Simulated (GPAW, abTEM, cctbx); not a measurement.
## (ZnSe)1(MgS)1: the scripts behind a bonding study

Short scripts, each with its output. The cell is a (ZnSe)1(MgS)1 superlattice along [001] of the zinc-blende type, started at the mean lattice constant and relaxed freely, with no substrate.

### 1. Build the all-electron density and subtract free atoms

```text
cell
1.0
     4.023725600    0.000000000    0.000000000
     0.000000000    4.052875790    0.000000000
     0.000000000    0.000000000    5.716637500
Se Zn S Mg
1 1 1 1
Direct
0.000000000 0.500000000 0.762931750
0.000000000 0.000000000 0.011615960
0.500000000 0.000000000 0.239955590
0.500000000 0.500000000 0.485507030
```

```python
import numpy as np
from ase.io import read
from ase.units import Bohr
from gpaw import GPAW, PW, FermiDirac
from gpaw.calculator import GPAW as OldGPAW
from gpaw.mpi import serial_comm, world
from scipy.special import erfc
from scipy.spatial import cKDTree

atoms = read("cell.vasp")
atoms.calc = GPAW(mode=PW(450), xc="PBE", kpts={"size": (6, 6, 5), "gamma": True},
                 occupations=FermiDirac(0.05), maxiter=120, symmetry={"tolerance": 1e-5}, txt="scf.txt")
atoms.get_potential_energy()
rho = atoms.calc.get_all_electron_density(gridrefinement=2)
moments = atoms.get_magnetic_moments() if atoms.calc.get_number_of_spins() == 2 else np.zeros(len(atoms))
total = atoms.get_magnetic_moment() if moments.any() else 0.0
if world.rank == 0:
    free = OldGPAW(mode=PW(450), xc="PBE", txt=None, communicator=serial_comm)
    neutral = atoms.copy()
    neutral.set_initial_magnetic_moments(None)
    free.initialize(neutral)
    free.set_positions(neutral)
    drho = rho - free.get_all_electron_density(gridrefinement=2)
    # GPAW starts from confined atoms: exchange their smooth part for that of the datasets' free atoms
    h = np.stack(np.meshgrid(*[np.fft.fftfreq(n, 1 / n) for n in drho.shape], indexing="ij"), -1)
    gabs = np.linalg.norm(h @ atoms.cell.reciprocal(), axis=-1)
    tails = np.fft.fftn(free.get_pseudo_density(gridrefinement=2))
    g, form, v0 = np.linspace(0, gabs.max(), 1500), {}, 0
    for e in set(atoms.symbols):
        idx = atoms.symbols.search(e)
        d = free.setups[idx[0]].data
        r, w = d.rgd.r_g * Bohr, d.rgd.r_g**2 * d.rgd.dr_g
        j0 = np.sinc(2 * g[:, None] * r)
        smooth = sum(f * p**2 for f, p in zip(d.f_j, d.phit_jg)) + np.sqrt(4 * np.pi) * d.nct_g
        full = sum(f * p**2 for f, p in zip(d.f_j, d.phi_jg)) + np.sqrt(4 * np.pi) * d.nc_g
        phase = sum(np.exp(-2j * np.pi * h @ s) for s in atoms.get_scaled_positions()[idx])
        tails -= np.interp(gabs, g, j0 @ (smooth * w)) * phase * drho.size / atoms.get_volume()
        form[e] = j0 @ (full * w)
        v0 += 2 * np.pi / 3 * 14.3996 * (full * w * r**2).sum() * len(idx)  # V A^3
    tails *= 0.5 * erfc((gabs - 1.8) / 0.25)  # the tails differ at long wavelengths alone
    drho += np.fft.ifftn(tails).real  # crystal minus superposed spherical free atoms
    np.save("drho.npy", drho)
    dv = atoms.get_volume() / drho.size
    print("grid", drho.shape, " electrons %.3f" % (rho.sum() * dv), " moved by bonding %.3f e" % (abs(drho).sum() * dv / 2))
    pts = np.indices(drho.shape).reshape(3, -1).T / drho.shape @ atoms.cell
    shifts = (np.indices((3, 3, 3)).reshape(3, -1).T - 1) @ atoms.cell
    images = (atoms.positions[None] + shifts[:, None]).reshape(-1, 3)
    dist, idx = cKDTree(images).query(pts, k=4)
    out = drho.ravel()[dist[:, 0] > 0.5]
    print("deformation density beyond 0.5 A of the nuclei: max %.3f, min %.3f e/A^3" % (out.max(), out.min()))
    tie = dist < dist[:, :1] + 1e-4
    q = -np.bincount((idx % len(atoms))[tie], (drho.ravel()[:, None] / tie.sum(1, keepdims=True) * tie)[tie], len(atoms)) * dv
    print("atom        x       y       z   Voronoi charge  moment")
    for a, s, c, m in zip(atoms, atoms.get_scaled_positions(), q, moments):
        print("%-2s%-3d %7.4f %7.4f %7.4f %10.3f %10.2f" % (a.symbol, a.index + 1, *s, c, m))
    np.savez("free.npz", g=g, **form)
    print("mean inner potential of superposed free atoms %.3f V" % (v0 / atoms.get_volume()))
    print("total magnetic moment %.3f muB" % total)
```

```console
$ OMP_NUM_THREADS=1 mpirun -n 4 gpaw python run.py > gpaw.log
```

```text
grid (40, 40, 56)  electrons 92.000  moved by bonding 0.919 e
deformation density beyond 0.5 A of the nuclei: max 0.145, min -0.079 e/A^3
atom        x       y       z   Voronoi charge  moment
Se1    0.0000  0.5000  0.7629     -0.296       0.00
Zn2    0.0000  0.0000  0.0116      0.299       0.00
S 3    0.5000  0.0000  0.2400     -0.333       0.00
Mg4    0.5000  0.5000  0.4855      0.330       0.00
mean inner potential of superposed free atoms 11.926 V
total magnetic moment 0.000 muB
```

Time: 8.4 s on 4 cores of Intel(R) Xeon(R) 6975P-C (Granite Rapids) (shared host), peak memory 0.82 GiB.

### 2. Fourier-transform the difference

```python
from cctbx import adptbx, crystal, miller, xray
from cctbx.eltbx import tiny_pse
import numpy as np

cs = crystal.symmetry(unit_cell=(4.0237, 4.0529, 5.7166, 90, 90, 90), space_group_symbol='Hall: P 2 -2')  # Pmm2
atoms = [  # label, site, U (iso, or U11 U22 U33 U12 U13 U23 in A^2), occupancy
    ("Se1", (0, 0.5, 0.76293), 0.0000, 1),
    ("Zn1", (0, 0, 0.01162), 0.0000, 1),
    ("S1", (0.5, 0, 0.23996), 0.0000, 1),
    ("Mg1", (0.5, 0.5, 0.48551), 0.0000, 1),
]
xs = xray.structure(crystal_symmetry=cs)
for label, site, u, occ in atoms:
    u = adptbx.u_cif_as_u_star(cs.unit_cell(), u) if isinstance(u, tuple) else u
    xs.add_scatterer(xray.scatterer(label, site=site, u=u, occupancy=occ))
xs.scattering_type_registry(table="wk1995")
drho = np.load("drho.npy")
T = np.array([[1, 0, 0], [0, 1, 0], [0, 0, 1]])  # conventional axes in terms of the primitive ones
dF = np.fft.ifftn(drho) * 93.22498  # electrons a conventional cell, indexed by primitive hkl
ms = miller.build_set(cs, anomalous_flag=False, d_min=0.9).sort("resolution")
iam = ms.structure_factors_from_scatterers(xs, algorithm="direct").f_calc()
p1 = xs.expand_to_p1()
z = np.array([tiny_pse.table(sc.scattering_type).atomic_number() for sc in p1.scatterers()])
x = np.array(p1.sites_frac())
free = np.load("free.npz")
print("static structure factors of the conventional cell: F in electrons, V (Mott-Bethe) in volts")
print("   h  k  l      d  |F| table  |F| free   |F| DFT   change   |V| free  |V| DFT  change %")
for h, d, table in list(zip(ms.indices(), ms.d_spacings().data(), iam.data()))[:16]:
    df = dF[tuple(np.rint(np.linalg.solve(T, h)).astype(int))]
    phase = np.exp(2j * np.pi * x @ h)
    f = sum(np.interp(1 / d, free["g"], free[sc.scattering_type]) * p for sc, p in zip(p1.scatterers(), phase))
    fz = (z * phase).sum()
    c = 14.3996 * d * d / (np.pi * cs.unit_cell().volume())
    v0, v1 = abs(fz - f) * c, abs(fz - f - df) * c
    print("%4d%3d%3d %7.4f %9.3f %9.3f %9.3f %8.3f %9.3f %8.3f %8s" % (h + (d, abs(table), abs(f), abs(f + df), abs(f + df) - abs(f), v0, v1, "%.1f" % (100 * (v1 / v0 - 1)) if v0 > 0.02 else "-")))
```

```console
$ python run.py
```

```text
static structure factors of the conventional cell: F in electrons, V (Mott-Bethe) in volts
   h  k  l      d  |F| table  |F| free   |F| DFT   change   |V| free  |V| DFT  change %
   0  0  1  5.7166    25.492    25.473    25.487    0.014     1.189    1.174     -1.3
   0  1  0  4.0529     0.139     0.125     0.089   -0.036     0.101    0.072    -29.1
   1  0  0  4.0237    34.051    34.029    33.903   -0.126     1.569    1.669      6.4
   0  1  1  3.3063    54.406    54.430    54.722    0.292     5.604    5.445     -2.8
   1  0  1  3.2904    54.795    54.823    55.086    0.263     5.653    5.504     -2.6
   0  0  2  2.8583     5.610     5.683     6.033    0.350     0.952    0.810    -14.9
   1  1  0  2.8555     5.555     5.629     5.974    0.345     0.951    0.812    -14.5
   1  1  1  2.5545    22.376    22.336    22.277   -0.059     1.024    1.043      1.9
   0  1  2  2.3358    32.282    32.199    32.113   -0.086     1.663    1.692      1.7
   1  0  2  2.3302     0.665     0.715     0.639   -0.075     0.169    0.166     -1.8
   0  2  0  2.0265    65.839    65.705    65.575   -0.130     5.309    5.335      0.5
   1  1  2  2.0201    65.138    65.003    64.885   -0.118     5.235    5.258      0.5
   2  0  0  2.0118    65.650    65.513    65.403   -0.110     5.271    5.293      0.4
   0  2  1  1.9100    20.877    20.776    20.775   -0.002     0.998    1.004      0.6
   0  0  3  1.9055    22.124    22.030    22.020   -0.010     1.048    1.051      0.3
   2  0  1  1.8978    20.828    20.727    20.627   -0.100     0.994    1.009      1.5
```

Time: 0.26 s on 1 core of Intel(R) Xeon(R) 6975P-C (Granite Rapids) (shared host), peak memory 0.08 GiB.

### 3. Propagate a plane wave with and without the bonding term

```python
import abtem
import numpy as np
from ase.build import make_supercell
from ase.io import read

abtem.config.set({"dask.lazy": False, "fft": "fftw", "diagnostics.progress_bar": False})
M = [[0, 1, 0], [0, 0, 1], [1, 0, 0]]  # rows: x, y and beam direction in the primitive cell's axes
unit = make_supercell(read("cell.vasp"), M)
unit.set_cell(list(unit.cell.lengths()) + [90, 90, 90], scale_atoms=True)
unit.positions[:, 2] += 0.5030  # keeps atomic planes off the slice boundaries
unit.wrap()
slab = unit * (2, 2, 96)
print(slab.get_chemical_formula(), "| box %.2f x %.2f x %.2f A" % tuple(slab.cell.lengths()))

# change of the potential by bonding, from the DFT deformation density (Poisson's equation term by term)
drho = np.load("drho.npy")
prim = read("cell.vasp")
h = np.stack(np.meshgrid(*[np.fft.fftfreq(n, 1 / n) for n in drho.shape], indexing="ij"), -1).reshape(-1, 3).astype(int)
g2 = ((h @ prim.cell.reciprocal()) ** 2).sum(1)
keep = (g2 > 0) & (g2 < 2.5**2)
shape = (116, 164, 24)
vg = np.zeros(shape, complex)
hm = h[keep] @ np.array(M).T
move = np.exp(-2j * np.pi * hm[:, 2] * (0.5030 / unit.cell[2, 2] - 0.5 / shape[2]))  # the same shift, sampled at mid-points
vg[tuple(hm.T % np.array(shape)[:, None])] = -14.3996 / np.pi * (np.fft.fftn(drho).ravel() / drho.size)[keep] / g2[keep] * move
dV = np.fft.ifftn(vg).real * vg.size
dV = dV.reshape(116, 164, 4, 6).mean(3) * unit.cell[2, 2] / 4  # V A, projected in each slice
dV = np.tile(dV.transpose(2, 0, 1), (96, 2, 2))


def build(atoms):
    p = abtem.Potential(atoms, gpts=(232, 328), slice_thickness=[slab.cell[2, 2] / 384] * 384,
                        parametrization="lobato", projection="infinite", exit_planes=32).build()
    p.array[:] += BONDING * dV
    return p


sigmas = {'Se': 0.063, 'Zn': 0.065, 'S': 0.072, 'Mg': 0.075}  # r.m.s. displacement along each axis, A
u = np.array([sigmas[s] for s in slab.symbols])[:, None]
rng = np.random.default_rng(392)


def potentials():
    for _ in range(3):  # frozen phonons, one configuration at a time
        atoms = slab.copy()
        atoms.positions += u * rng.standard_normal((len(atoms), 3))
        atoms.wrap()
        yield build(atoms)


for label, BONDING in (("IAM", 0.0), ("DFT", 1.0)):
    print("=====", label)
    rng = np.random.default_rng(392)  # the same displacements for both
    potential = build(slab)
    print("grid", potential.gpts, "slices", potential.num_slices)
    thickness = potential.exit_thicknesses
    wave = abtem.PlaneWave(energy=200000)
    dp = np.mean([wave.multislice(p).diffraction_patterns(max_angle="valid").array for p in potentials()], axis=0)
    hkl = [(0, 0, 0), (0, 0, 1), (0, 1, 0), (0, 1, 1), (0, 0, 2), (0, 1, 2), (0, 2, 0)]
    nx, ny = dp.shape[-2:]
    print("intensity of each beam, fraction of the incident wave")
    print("  t (A)" + "".join("%9s" % " ".join(map(str, h)) for h in hkl) + "  diffuse    total")
    grid = np.zeros((nx, ny), bool)
    grid[nx // 2 % 2::2, ny // 2 % 2::2] = True
    for t, a in list(zip(thickness, dp))[1:]:
        idx = [np.rint(np.array(M) @ np.linalg.solve([[1, 0, 0], [0, 1, 0], [0, 0, 1]], h)).astype(int) for h in hkl]
        print("%7.1f" % t + "".join("%9.5f" % a[nx // 2 + i[0] * 2, ny // 2 + i[1] * 2] for i in idx) + "%9.4f%9.4f" % (a[~grid].sum(), a.sum()))
```

```console
$ python run.py
```

```text
Mg384S384Se384Zn384 | box 8.11 x 11.43 x 386.28 A
===== IAM
grid (232, 328) slices 384
intensity of each beam, fraction of the incident wave
  t (A)    0 0 0    0 0 1    0 1 0    0 1 1    0 0 2    0 1 2    0 2 0  diffuse    total
   32.2  0.80956  0.00055  0.00002  0.01601  0.00028  0.00065  0.01275   0.0106   0.9994
   64.4  0.52304  0.00169  0.00137  0.04422  0.00085  0.00336  0.03176   0.0382   0.9978
   96.6  0.39962  0.00293  0.00858  0.05283  0.00200  0.01061  0.03201   0.0662   0.9963
  128.8  0.36760  0.00348  0.02028  0.05017  0.00281  0.01534  0.02541   0.0812   0.9955
  160.9  0.30436  0.00365  0.02420  0.06835  0.00695  0.01143  0.02739   0.0928   0.9949
  193.1  0.25171  0.00523  0.01833  0.09329  0.02501  0.00506  0.02746   0.1095   0.9941
  225.3  0.26321  0.00732  0.01234  0.08667  0.05535  0.00151  0.02141   0.1240   0.9932
  257.5  0.30171  0.01049  0.01266  0.04945  0.07310  0.00097  0.01464   0.1355   0.9926
  289.7  0.31457  0.02271  0.01649  0.01811  0.06154  0.00142  0.01193   0.1443   0.9920
  321.9  0.30567  0.05268  0.01900  0.00835  0.04078  0.00203  0.01143   0.1544   0.9914
  354.1  0.29333  0.08850  0.01980  0.00725  0.03046  0.00216  0.01155   0.1628   0.9909
  386.3  0.29500  0.10494  0.01687  0.00688  0.02398  0.00172  0.01270   0.1701   0.9904
===== DFT
grid (232, 328) slices 384
intensity of each beam, fraction of the incident wave
  t (A)    0 0 0    0 0 1    0 1 0    0 1 1    0 0 2    0 1 2    0 2 0  diffuse    total
   32.2  0.81177  0.00053  0.00002  0.01560  0.00022  0.00063  0.01285   0.0106   0.9994
   64.4  0.52521  0.00189  0.00117  0.04479  0.00068  0.00321  0.03197   0.0382   0.9978
   96.6  0.39873  0.00406  0.00713  0.05582  0.00142  0.01081  0.03208   0.0662   0.9964
  128.8  0.36648  0.00577  0.01683  0.05454  0.00191  0.01657  0.02510   0.0813   0.9955
  160.9  0.30022  0.00636  0.02036  0.07436  0.00487  0.01316  0.02741   0.0929   0.9949
  193.1  0.23997  0.00756  0.01597  0.10334  0.01943  0.00612  0.02791   0.1093   0.9941
  225.3  0.25420  0.00926  0.01125  0.09903  0.04754  0.00170  0.02088   0.1238   0.9933
  257.5  0.31043  0.01245  0.01212  0.05826  0.06902  0.00085  0.01210   0.1352   0.9926
  289.7  0.33742  0.02364  0.01729  0.02169  0.06347  0.00087  0.00840   0.1433   0.9921
  321.9  0.32957  0.05005  0.02166  0.01047  0.04488  0.00081  0.00830   0.1524   0.9916
  354.1  0.31594  0.08146  0.02308  0.00973  0.03432  0.00072  0.00865   0.1605   0.9911
  386.3  0.31600  0.09576  0.01946  0.00950  0.02708  0.00057  0.00974   0.1673   0.9906
```

Time: 31 s.

### 4. Rock the beam across one reflection

```python
import abtem
import numpy as np
from ase.build import make_supercell
from ase.io import read

abtem.config.set({"dask.lazy": False, "fft": "fftw", "diagnostics.progress_bar": False})
M = [[0, 1, 0], [0, 0, 1], [1, 0, 0]]  # rows: x, y and beam direction in the primitive cell's axes
unit = make_supercell(read("cell.vasp"), M)
unit.set_cell(list(unit.cell.lengths()) + [90, 90, 90], scale_atoms=True)
unit.positions[:, 2] += 1.0059  # keeps atomic planes off the slice boundaries
unit.wrap()
slab = unit * (1, 1, 176)
print(slab.get_chemical_formula(), "| box %.2f x %.2f x %.2f A" % tuple(slab.cell.lengths()))

# change of the potential by bonding, from the DFT deformation density (Poisson's equation term by term)
drho = np.load("drho.npy")
prim = read("cell.vasp")
h = np.stack(np.meshgrid(*[np.fft.fftfreq(n, 1 / n) for n in drho.shape], indexing="ij"), -1).reshape(-1, 3).astype(int)
g2 = ((h @ prim.cell.reciprocal()) ** 2).sum(1)
keep = (g2 > 0) & (g2 < 2.5**2)
shape = (91, 128, 24)
vg = np.zeros(shape, complex)
hm = h[keep] @ np.array(M).T
move = np.exp(-2j * np.pi * hm[:, 2] * (1.0059 / unit.cell[2, 2] - 0.5 / shape[2]))  # the same shift, sampled at mid-points
vg[tuple(hm.T % np.array(shape)[:, None])] = -14.3996 / np.pi * (np.fft.fftn(drho).ravel() / drho.size)[keep] / g2[keep] * move
dV = np.fft.ifftn(vg).real * vg.size
dV = dV.reshape(91, 128, 2, 12).mean(3) * unit.cell[2, 2] / 2  # V A, projected in each slice
dV = np.tile(dV.transpose(2, 0, 1), (176, 1, 1))


def build(atoms):
    p = abtem.Potential(atoms, gpts=(91, 128), slice_thickness=[slab.cell[2, 2] / 352] * 352,
                        parametrization="lobato", projection="infinite", exit_planes=88).build()
    p.array[:] += BONDING * dV
    return p


def potentials():
    yield build(slab)  # atoms at rest


for label, BONDING in (("IAM", 0.0), ("DFT", 1.0)):
    print("=====", label)
    potential = build(slab)
    print("grid", potential.gpts, "slices", potential.num_slices)
    thickness = potential.exit_thicknesses
    h = np.array(M) @ np.linalg.solve(np.array([[1, 0, 0], [0, 1, 0], [0, 0, 1]]), [0, 0, 1])
    ix, iy = round(h[0]) * 1, round(h[1]) * 1
    gxy = h[:2] / unit.cell.lengths()[:2]
    along = gxy / np.hypot(*gxy)
    across = np.array([-along[1], along[0]])
    bragg = 500 * abtem.PlaneWave(energy=200000).wavelength * np.hypot(*gxy)
    print("Bragg angle %.3f mrad; beam tilted 37 mrad off the zone axis across the row" % bragg)
    print("dark-field intensity of 0 0 1 against tilt along the row, in Bragg angles")
    print("  t (A)" + "".join("%8.2f" % s for s in [0.2, 0.4, 0.6, 0.8, 1.0, 1.2, 1.4, 1.6, 1.8, 2.0, 2.2, 2.4, 2.6]))
    rows = []
    row = [(n * ix, n * iy) for n in range(-8, 9)]
    for s in [0.2, 0.4, 0.6, 0.8, 1.0, 1.2, 1.4, 1.6, 1.8, 2.0, 2.2, 2.4, 2.6]:
        tilt = -s * bragg * along + 37 * across
        dp = abtem.PlaneWave(energy=200000, tilt=tuple(tilt)).multislice(potential).diffraction_patterns(max_angle="valid").array
        rows.append(dp[:, dp.shape[1] // 2 + ix, dp.shape[2] // 2 + iy])
        if s == 1.0:
            cx, cy = dp.shape[1] // 2, dp.shape[2] // 2
            share = sum(dp[:, cx + i, cy + j] for i, j in row if abs(i) < cx and abs(j) < cy) / dp.sum(axis=(1, 2))
            total = dp.sum(axis=(1, 2))
    for t, a in list(zip(thickness, np.array(rows).T))[1:]:
        print("%7.1f" % t + "".join("%8.4f" % v for v in a))
    print("at the Bragg tilt, share in the row:", share[1:].round(3).tolist(), "total:", total[1:].round(3).tolist())
```

```console
$ python run.py
```

```text
Mg176S176Se176Zn176 | box 4.05 x 5.72 x 708.18 A
===== IAM
grid (91, 128) slices 352
Bragg angle 2.194 mrad; beam tilted 37 mrad off the zone axis across the row
dark-field intensity of 0 0 1 against tilt along the row, in Bragg angles
  t (A)    0.20    0.40    0.60    0.80    1.00    1.20    1.40    1.60    1.80    2.00    2.20    2.40    2.60
  177.0  0.0149  0.0166  0.0180  0.0188  0.0191  0.0187  0.0179  0.0165  0.0147  0.0129  0.0111  0.0095  0.0080
  354.1  0.0418  0.0455  0.0488  0.0510  0.0513  0.0511  0.0489  0.0457  0.0420  0.0378  0.0335  0.0280  0.0208
  531.1  0.0635  0.0771  0.0853  0.0897  0.0882  0.0894  0.0849  0.0768  0.0635  0.0501  0.0418  0.0354  0.0207
  708.2  0.0498  0.0754  0.1278  0.1504  0.1404  0.1500  0.1257  0.0730  0.0490  0.0460  0.0468  0.0352  0.0173
at the Bragg tilt, share in the row: [0.7910000085830688, 0.6389999985694885, 0.5910000205039978, 0.593999981880188] total: [0.9980000257492065, 0.9959999918937683, 0.9929999709129333, 0.9900000095367432]
===== DFT
grid (91, 128) slices 352
Bragg angle 2.194 mrad; beam tilted 37 mrad off the zone axis across the row
dark-field intensity of 0 0 1 against tilt along the row, in Bragg angles
  t (A)    0.20    0.40    0.60    0.80    1.00    1.20    1.40    1.60    1.80    2.00    2.20    2.40    2.60
  177.0  0.0149  0.0167  0.0181  0.0189  0.0192  0.0188  0.0179  0.0165  0.0148  0.0129  0.0111  0.0095  0.0080
  354.1  0.0442  0.0480  0.0512  0.0531  0.0532  0.0532  0.0512  0.0481  0.0443  0.0397  0.0351  0.0291  0.0215
  531.1  0.0691  0.0823  0.0896  0.0930  0.0911  0.0928  0.0892  0.0817  0.0687  0.0545  0.0448  0.0368  0.0214
  708.2  0.0576  0.0813  0.1328  0.1514  0.1374  0.1511  0.1309  0.0790  0.0566  0.0510  0.0493  0.0357  0.0177
at the Bragg tilt, share in the row: [0.7940000295639038, 0.6470000147819519, 0.6000000238418579, 0.5989999771118164] total: [0.9980000257492065, 0.9959999918937683, 0.9929999709129333, 0.9900000095367432]
```

Time: 9.7 s.

[Outputs are excerpts: Python notices, other lines and further rows are left out; steps that failed or that the build refused (PBEsol, TPSS) are not shown.]

[Logs are printed without paths, hosts, clocks, repeated set-up lines and the standing remarks that a program may print on its own settings, such as how far it seeks lower states.]
